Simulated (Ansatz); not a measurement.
# PbSe2 (model cell, started as fluorite): relaxing the cell for a phonon run

Aim: bring PbSe2 (model cell, started as fluorite) to small forces and stress, as phonons need.

Main program and level: Ansatz 0.2.0; DFT PBE, scalar-relativistic, plane waves, PAW.

The structure was built from a prototype and need not be the compound's stable phase.

**1. The starting structure**

It takes space group Fm-3m (No. 225, cubic). Conventional cell: a = 6.553 Å, b = 6.553 Å, c = 6.553 Å, α = 90.00°, β = 90.00°, γ = 90.00°. Nearest to Pb lie 8 Se at 2.84 Å. Se has 4 Pb at 2.84 Å nearest. Farther neighbours and most contacts between anions are not listed.

**2. A coarse first look**

First a cheap look: the gap decides the mesh and the occupations, the pressure tells how far the cell has to move.

File input.yaml:

```yaml
crystal:
  lattice:
    - [0.0, 3.27664, 3.27664]
    - [3.27664, 0.0, 3.27664]
    - [3.27664, 3.27664, 0.0]
  atoms:
    - { symbol: Pb, position: [0.0, 0.0, 0.0] }
    - { symbol: Se, position: [0.25, 0.25, 0.25] }
    - { symbol: Se, position: [0.75, 0.75, 0.75] }
kpoints:
  mp_grid: { grid: [6, 6, 6] }
hamiltonian:
  xc: pbe
scf:
  occupations: { method: gaussian, width: 0.1 }
output:
  forces: true
  stress: true
  eigenvalues: true
```

Started as:

```bash
> ansatz run input.yaml --threads 4 --pin off --max-ram 7168MiB --backend cpu --events-out ev --progress --plain --runs-dir out
```

Numbers of over 12 decimals in the logs are rounded to 6 here.

The program printed:

```text
Engine: ansatz 0.2.0, x86_64-unknown-linux-gnu
Pseudopotentials: kind: paw
Pseudopotential: Pb, paw, valence charge 14, recommended cutoff 420 eV (normal), Pb.paw.azcp
Pseudopotential: Se, paw, valence charge 16, recommended cutoff 420 eV (normal), Se.paw.azcp
Functional definition: PBE
  parameter kappa = 0.804
  parameter beta = 0.066725
  exchange = pbe_x(kappa = kappa, mu = beta*pi^2/3)
[...]
k-point 0: bands = [... 19 lower, 7.7428, 7.7428, 9.1629, 9.1629, 9.1629, 12.7928, 12.7928, 12.7928, ... 1 higher]
  k-point 1: bands = [... 19 lower, 7.5387, 7.5387, 9.0494, 9.0494, 10.5476, 13.2320, 13.2320, 13.2916, ... 1 higher]
  k-point 2: bands = [... 19 lower, 7.2349, 7.4858, 8.7369, 8.7369, 11.4200, 14.4625, 14.4625, 15.6573, ... 1 higher]
  k-point 15: bands = [... 19 lower, 6.5206, 9.0483, 9.8462, 11.2129, 11.4687, 14.9131, 15.6056, 16.6955, ... 1 higher]
[key lines of the parts left out:]
SCF converged after 6 iterations
Free energy (F): -22843.373321 eV
Fermi energy:    10.696769 eV
P = ⅓ Tr σ = 17.8965 GPa (178.965 kbar)
```

Wall time 0.74 s (4 threads of Intel Xeon 6975P-C (Granite Rapids), shared host); peak memory 0.42 GiB; 2.1 s of CPU time.

Numbers from this step:

```
pressure          : 17.90 GPa
volume per atom   : 23.45 Å³
gap on the k-mesh : 0 eV
```

The coarse mesh shows no gap and a pressure of 17.9 GPa.

**3. Coarse relaxation**

The start is far from rest, so a relaxation with loose tolerances brings it close first.

input.yaml: that of step 2 with these lines changed.

```diff
@@ -19 +19,6 @@
   eigenvalues: true
+relax:
+  adjacent_minimum: "off"
+  f_tol: 0.05
+  max_steps: 80
+  cell: { stress_tol: 0.5 }
```

The program printed:

```text
[...]
Crystal: 3 atoms, lattice volume = 70.358 Å³
Basis set: ecut = 420 eV, 1363 PW (Γ), exchange–correlation on 64×64×64 points (8 copies of the dense FFT grid, shifted against one another)
Bands: 28, of which v1, the nominal top of the filled ones, is band 23 counted from 1 (22 counted from 0)
Symmetry: 48 space group operations
[...]
k-points: 16 of 216
[...]
--- Relaxed structure (4 steps of the walk, 4 accepted, 1 SCFs on fresh bases) ---
  F+E_penalty+E_count = -22844.25813362 eV   max|allowed force component| = 5.860e-17 eV/Å   (the final SCF, on the basis selected at the relaxed cell)
  cell:  # Å, volume = 89.7924 Å³
    - [0, 3.554157, 3.554157]
    - [3.554157, 0, 3.554157]
    - [3.554157, 3.554157, 0]
  atoms:
    - { symbol: Pb, position: [0, 0, 0] }
    - { symbol: Se, position: [0.25, 0.25, 0.25] }
    - { symbol: Se, position: [0.75, 0.75, 0.75] }
[key lines of the parts left out:]
SCF converged after 6 iterations
Free energy (F): -22844.258134 eV
Fermi energy:    6.979781 eV
P = ⅓ Tr σ = 0.3003 GPa (3.003 kbar)
```

It took 3.8 s on 4 threads; peak memory 0.47 GiB.

The steps of the relaxation:

| step | energy less that of the first step (eV) | largest force component (eV/Å) | pressure (GPa) | volume (Å³) |
| --- | --- | --- | --- | --- |
| 1 | 0.0000 | 0.0000 | 17.90 | 70.36 |
| 2 | -0.7406 | 0.0000 | 5.54 | 81.16 |
| 3 | -0.8682 | 0.0000 | 1.59 | 87.13 |
| 4 | -0.8831 | 0.0000 | 0.27 | 89.79 |
| 5* | -0.8848 | 0.0000 | 0.30 | 89.79 |

Relaxation steps marked * repeat the geometry before them on a plane-wave basis chosen anew for their cell, so energy and pressure can jump there.

The run keeps the 48 symmetry operations that it works with, so distortions that break them were not tested.

| conventional cell, symmetrised | before | after | change |
| --- | --- | --- | --- |
| a (Å) | 6.553 | 7.108 | +8.5 % |
| b (Å) | 6.553 | 7.108 | +8.5 % |
| c (Å) | 6.553 | 7.108 | +8.5 % |
| volume (Å³/atom) | 23.45 | 29.93 | +27.6 % |

Final coordinates:

```xyz
3
Lattice="0.0000 3.5542 3.5542 3.5542 0.0000 3.5542 3.5542 3.5542 0.0000" Properties=species:S:1:pos:R:3 pbc="T T T"
Pb    0.0000    0.0000    0.0000
Se    1.7771    1.7771    1.7771
Se    5.3312    5.3312    5.3312
```

This step gave:

```yaml
pressure: 0.3003 GPa
volume_per_atom: 29.93 Å³
```

In this step the volume went from 23.45 to 29.93 Å³/atom.

**4. Relaxation**

The cell and atoms are relaxed, since residual forces and stress would shift the frequencies.

File input.yaml:

```yaml
crystal:
  lattice:
    - [0.0, 3.5541569719, 3.5541569719]
    - [3.5541569719, 0.0, 3.5541569719]
    - [3.5541569719, 3.5541569719, 0.0]
  atoms:
    - { symbol: Pb, position: [0.0, 0.0, 0.0] }
    - { symbol: Se, position: [0.25, 0.25, 0.25] }
    - { symbol: Se, position: [0.75, 0.75, 0.75] }
kpoints:
  mp_grid: { grid: [10, 10, 10] }
hamiltonian:
  xc: pbe
scf:
  occupations: { method: gaussian, width: 0.1 }
output:
  forces: true
  stress: true
  eigenvalues: true
  write_density: true
  write_potential: true
  elf: true
  volumetric_format: npy
relax:
  adjacent_minimum: "off"
  f_tol: 0.005
  max_steps: 80
  cell: { stress_tol: 0.05 }
```

The program printed:

```text
[...]
Crystal: 3 atoms, lattice volume = 89.792 Å³
Basis set: ecut = 420 eV, 1807 PW (Γ), exchange–correlation on 72×72×72 points (8 copies of the dense FFT grid, shifted against one another)
Bands: 28, of which v1, the nominal top of the filled ones, is band 23 counted from 1 (22 counted from 0)
[... 1 set-up line as in the run before ...]
[...]
k-points: 47 of 1000
[...]
SCF iter   1: F=—  HF=-22844.257703 eV  |F-HF|=—  |Δ(HF+E_count)|=         —  Δρ=1.68e-3  dr2=1.94e-3  ethr=1.77e-3  ⟨swp⟩=6.1  Hψ=5534  notcnv=0
[...]
SCF iter   6: F=-22844.256603 eV  HF=-22844.256603 eV  |F-HF|=2.25e-8  |Δ(HF+E_count)|=   5.19e-7  Δρ=4.48e-6  dr2=8.17e-9  ethr=2.17e-10  ⟨swp⟩=7.4  Hψ=9344  notcnv=0
SCF 1 converged in 6 iterations: F = -22844.256603 eV  dr2 = 8.17e-9
[...]
relax step   1: F+E_penalty+E_count = -22844.25660298 eV  Δ(F+E_penalty+E_count) = +0.000e0 eV  max|allowed force component| = 1.619e-17 eV/Å  Δτ_max = 0.0000 Å  P = +0.311 GPa  Ω = 89.792 Å³  (6 SCF iters, dr2 threshold 1.00e-7 eV, accepted)
Crystal: 3 atoms, lattice volume = 90.565 Å³
[...]
SCF iter   4: F=-22844.257228 eV  HF=-22844.257228 eV  |F-HF|=1.19e-7  |Δ(HF+E_count)|=   1.33e-7  Δρ=6.54e-6  dr2=5.06e-8  ethr=5.27e-10  ⟨swp⟩=10.1  Hψ=11706  notcnv=0
SCF 2 converged in 4 iterations: F = -22844.257228 eV  dr2 = 5.06e-8
relax step   2: F+E_penalty+E_count = -22844.25722815 eV  Δ(F+E_penalty+E_count) = -6.252e-4 eV  max|allowed force component| = 4.472e-17 eV/Å  Δτ_max = 0.0000 Å  P = -0.025 GPa  Ω = 90.565 Å³  energy of the carried Pulay correction = -5.909e-5 eV  (4 SCF iters, dr2 threshold 2.43e-7 eV, accepted)
[...]
SCF iter   5: F=-22844.257291 eV  HF=-22844.257291 eV  |F-HF|=3.64e-12  |Δ(HF+E_count)|=  5.46e-11  Δρ=1.42e-7  dr2=1.50e-11  ethr=1.00e-12  ⟨swp⟩=4.1  Hψ=7191  notcnv=0
SCF 3 converged in 5 iterations: F = -22844.257291 eV  dr2 = 1.50e-11
relax step   3: F+E_penalty+E_count = -22844.25729078 eV  Δ(F+E_penalty+E_count) = -6.263e-5 eV  max|allowed force component| = 6.168e-17 eV/Å  Δτ_max = 0.0000 Å  P = -0.025 GPa  Ω = 90.565 Å³  stress off target by 2.47e-2 GPa  SCF on the basis re-selected at this cell (its energy is not comparable with the rows above)  (5 SCF iters)
[...]
SCF converged after 5 iterations
Free energy (F): -22844.257291 eV
[...]
Internal energy: -22844.234299 eV  (E = F + TS)
E sigma→0 (E₀):  -22844.245795 eV
Entropy (-TS):   -0.022992 eV (-7.664 meV/atom)
Fermi energy:    6.841510 eV
[...]
--- Stress (GPa, compression-positive) ---
       -0.024658      -0.000000      -0.000000
       -0.000000      -0.024658      -0.000000
       -0.000000       0.000000      -0.024658
  P = ⅓ Tr σ = -0.0247 GPa (-0.247 kbar)
--- Band table (eV; the first three rows and the last of 47) ---
  k-point 0: bands = [... 19 lower, 4.7517, 4.7517, 5.8873, 5.8873, 5.8873, 9.3302, 9.3302, 9.3302, ... 1 higher]
  k-point 1: bands = [... 19 lower, 4.7085, 4.7085, 5.8517, 5.8517, 6.2744, 9.3877, 9.4524, 9.4524, ... 1 higher]
  k-point 2: bands = [... 19 lower, 4.6093, 4.6093, 5.7465, 5.7465, 6.8238, 9.7758, 9.8089, 9.8089, ... 1 higher]
  k-point 46: bands = [... 19 lower, 4.1632, 5.2528, 6.1073, 7.2796, 7.3866, 11.0507, 11.0590, 11.7247, ... 1 higher]
--- Relaxed structure (2 steps of the walk, 2 accepted, 1 SCFs on fresh bases) ---
[...]
cell:  # Å, volume = 90.5646 Å³
    - [0, 3.564315, 3.564315]
    - [3.564315, 0, 3.564315]
    - [3.564315, 3.564315, 0]
  atoms:
    - { symbol: Pb, position: [0, 0, 0] }
    - { symbol: Se, position: [0.25, 0.25, 0.25] }
    - { symbol: Se, position: [0.750000, 0.750000, 0.750000] }
```

It took 6 s on 4 threads; peak memory 0.53 GiB; 20 s of CPU time.

Relaxation path:

| step | energy less that of the first step (eV) | largest force component (eV/Å) | pressure (GPa) | volume (Å³) |
| --- | --- | --- | --- | --- |
| 1 | 0.0000 | 0.0000 | 0.31 | 89.79 |
| 2 | -0.0006 | 0.0000 | -0.02 | 90.56 |
| 3* | -0.0007 | 0.0000 | -0.02 | 90.56 |

Relaxation steps marked * repeat the geometry before them on a plane-wave basis chosen anew for their cell, so energy and pressure can jump there.

Forces are held to the 48 operations that the run works with; a distortion that breaks them can't arise in this run.

| conventional cell, symmetrised | before | after | change |
| --- | --- | --- | --- |
| a (Å) | 7.108 | 7.129 | +0.3 % |
| b (Å) | 7.108 | 7.129 | +0.3 % |
| c (Å) | 7.108 | 7.129 | +0.3 % |
| volume (Å³/atom) | 29.93 | 30.19 | +0.9 % |

The relaxed structure:

```xyz
3
Lattice="0.0000 3.5643 3.5643 3.5643 0.0000 3.5643 3.5643 3.5643 0.0000" Properties=species:S:1:pos:R:3 pbc="T T T"
Pb    0.0000    0.0000    0.0000
Se    1.7822    1.7822    1.7822
Se    5.3465    5.3465    5.3465
```

This step gave:

```yaml
pressure: -0.02466 GPa
volume_per_atom: 30.19 Å³
```

ELF in the ac plane of a cell with a along [110], b along [-110] and c along [001] of the cube at fractional y = 0.000, with atoms of Pb and Se within 0.2 Å of it. It is the smooth field of the valence electrons, not physical close to the nuclei.

Values, 10 rows by 16 columns, each cell a mean:
```
0.20 0.35 0.26 0.44 0.47 0.31 0.32 0.25 0.20 0.35 0.26 0.44 0.47 0.31 0.32 0.25
0.32 0.26 0.60 0.73 0.69 0.68 0.31 0.30 0.32 0.26 0.60 0.73 0.69 0.68 0.31 0.30
0.07 0.27 0.72 0.53 0.41 0.75 0.41 0.08 0.07 0.27 0.72 0.53 0.41 0.75 0.41 0.08
0.02 0.19 0.61 0.73 0.74 0.68 0.30 0.03 0.02 0.19 0.61 0.73 0.74 0.68 0.30 0.03
0.01 0.04 0.18 0.32 0.34 0.22 0.06 0.01 0.01 0.04 0.18 0.32 0.34 0.22 0.06 0.01
0.01 0.06 0.27 0.46 0.48 0.34 0.11 0.01 0.01 0.06 0.27 0.46 0.48 0.34 0.11 0.01
0.02 0.22 0.67 0.72 0.69 0.72 0.36 0.04 0.02 0.22 0.67 0.72 0.69 0.72 0.36 0.04
0.11 0.27 0.72 0.53 0.41 0.75 0.39 0.11 0.11 0.27 0.72 0.53 0.41 0.75 0.39 0.11
0.35 0.28 0.52 0.73 0.74 0.62 0.29 0.34 0.35 0.28 0.52 0.73 0.74 0.62 0.29 0.34
0.12 0.35 0.23 0.31 0.33 0.22 0.34 0.19 0.12 0.35 0.23 0.31 0.33 0.22 0.34 0.19
```
Columns run along a (10.1 Å), rows up along c (7.1 Å), edges of the conventional cell, whose origin can differ from the input's. Atoms in or near the plane, at fractional coordinates: Pb at (0.00, 0.00), Pb at (0.50, 0.00), Se at (0.25, 0.25), Se at (0.75, 0.25), Se at (0.25, 0.75), Se at (0.75, 0.75).

Electrostatic potential energy in the ac plane of a cell with a along [110], b along [-110] and c along [001] of the cube at fractional y = 0.000, with atoms of Pb and Se within 0.2 Å of it. With pseudopotentials it is smooth inside the atoms' cores, unlike the true potential.

Values in eV, 10 rows by 16 columns, each cell a mean:
```
-28 -13   7   8   8   8  -5 -29 -28 -13   7   8   8   8  -5 -29
 -3   6   4  -8  -8   0   7  -1  -3   6   4  -8  -8   0   7  -1
 10  10  -1  -6  -2  -6   9  10  10  10  -1  -6  -2  -6   9  10
 12  11   7  -5  -6   4  11  12  12  11   7  -5  -6   4  11  12
 12  12  11  10  10  11  12  12  12  12  11  10  10  11  12  12
 12  12  11   9   8  10  12  12  12  12  11   9   8  10  12  12
 12  11   5  -8  -8   1  11  12  12  11   5  -8  -8   1  11  12
  9  10  -1  -6  -2  -6   9   9   9  10  -1  -6  -2  -6   9   9
-12   3   6  -5  -6   3   5  -9 -12   3   6  -5  -6   3   5  -9
-26 -17   7  10  10   9  -8 -29 -26 -17   7  10  10   9  -8 -29
```
Columns run along a (10.1 Å; values clipped at the 3rd and 97th percentile), rows up along c (7.1 Å), edges of the conventional cell, whose origin can differ from the input's. Atoms in or near the plane, at fractional coordinates: Pb at (0.00, 0.00), Pb at (0.50, 0.00), Se at (0.25, 0.25), Se at (0.75, 0.25), Se at (0.25, 0.75), Se at (0.75, 0.75).

Valence density in the ac plane of a cell with a along [110], b along [-110] and c along [001] of the cube at fractional y = 0.000, with atoms of Pb and Se within 0.2 Å of it. It is the smooth field of the valence electrons, not physical close to the nuclei.

Ten steps, logarithmic in the rise over the least value, from '0' (0 e/Å³) to '9' (34 e/Å³), each cell a mean:
```
6531000000024665310000000246
4321011111013443210111110134
2110123321111221101233211112
0000137752100000001377521000
0000249973100000002499731000
0000137752100000001377521000
0000123321000000001233210000
0000011110000000000111100000
0000000000000000000000000000
0000000000000000000000000000
0000000100000000000001000000
0000012211000000000122110000
0000125531000000001255310000
0000148962100000001489621000
0001248962100000012489621000
1100125542100111001255421001
3211112211112332111122111123
5421001100013554210011000135
7531000000124675310000001246
```
Columns run along a (10.1 Å), rows up along c (7.1 Å), edges of the conventional cell, whose origin can differ from the input's. Atoms in or near the plane, at fractional coordinates: Pb at (0.00, 0.00), Pb at (0.50, 0.00), Se at (0.25, 0.25), Se at (0.75, 0.25), Se at (0.25, 0.75), Se at (0.75, 0.75).

In this step the volume went from 29.93 to 30.19 Å³/atom.

**5. Tight relaxation**

Phonons need a cell at rest on their own settings, so the relaxation is repeated with tight tolerances on forces and stress, using the mesh and the filling of the phonon run that follows.

File input.yaml:

```yaml
crystal:
  lattice:
    - [0.0, 3.5643150747, 3.5643150747]
    - [3.5643150747, 0.0, 3.5643150747]
    - [3.5643150747, 3.5643150747, 0.0]
  atoms:
    - { symbol: Pb, position: [0.0, 0.0, 0.0] }
    - { symbol: Se, position: [0.25, 0.25, 0.25] }
    - { symbol: Se, position: [0.75, 0.75, 0.75] }
kpoints:
  mp_grid: { grid: [10, 10, 10] }
hamiltonian:
  xc: pbe
scf:
  occupations: { method: methfessel_paxton, width: 0.15 }
output:
  forces: true
  stress: true
  eigenvalues: true
relax:
  adjacent_minimum: "off"
  f_tol: 0.001
  max_steps: 60
  cell: { stress_tol: 0.01 }
```

The program printed:

```text
[...]
Crystal: 3 atoms, lattice volume = 90.565 Å³
Basis set: ecut = 420 eV, 1807 PW (Γ), exchange–correlation on 72×72×72 points (8 copies of the dense FFT grid, shifted against one another)
Bands: 28, of which v1, the nominal top of the filled ones, is band 23 counted from 1 (22 counted from 0)
[... 1 set-up line as in the run before ...]
[...]
k-points: 47 of 1000
[...]
--- Relaxed structure (2 steps of the walk, 2 accepted, 1 SCFs on fresh bases) ---
[...]
cell:  # Å, volume = 90.4428 Å³
    - [0, 3.562717, 3.562717]
    - [3.562717, 0, 3.562717]
    - [3.562717, 3.562717, 0]
  atoms:
    - { symbol: Pb, position: [0, 0, 0] }
    - { symbol: Se, position: [0.250000, 0.250000, 0.250000] }
    - { symbol: Se, position: [0.750000, 0.750000, 0.750000] }
[key lines of the parts left out:]
SCF converged after 5 iterations
Free energy (F): -22844.246834 eV
Fermi energy:    6.860189 eV
P = ⅓ Tr σ = 0.0031 GPa (0.031 kbar)
```

Elapsed: 9.1 s, on 4 threads; peak memory 0.52 GiB.

Little changed from the start: no atom moved by 0.005 Å and no cell edge by 0.1 %.

This step gave:

```
pressure        : 0.003054 GPa
volume per atom : 30.15 Å³
```

The forces vanish by symmetry and the pressure is 0.003 GPa, within the tolerances set. The cell now holds 30.15 Å³/atom.

**6. Results**

| Property | Result |
| --- | --- |
| space group after relaxation | Fm-3m |
| lattice constant a | 7.125 Å |
| lattice constant b | 7.125 Å |
| lattice constant c | 7.125 Å |
| volume per atom | 30.1 Å³ |

In words: The forces vanish by symmetry and the pressure is 0.003 GPa, within the tolerances set. The cell now holds 30.15 Å³/atom. The relaxation keeps the symmetry of its start, so it says nothing on stability against lower symmetry. Spin-orbit coupling is left out, which can matter for the heavy elements here. The starting cell was built on a prototype and not taken from a measurement, so the phase need not exist.

[Logs are printed without paths, hosts, clocks, repeated set-up lines and the standing remarks that a program may print on its own settings, such as how far it seeks lower states.]

[Hosts, paths, dates, database ids (printed as entryN), source tags and the programs' standing remarks are cut or masked in the printed files.]
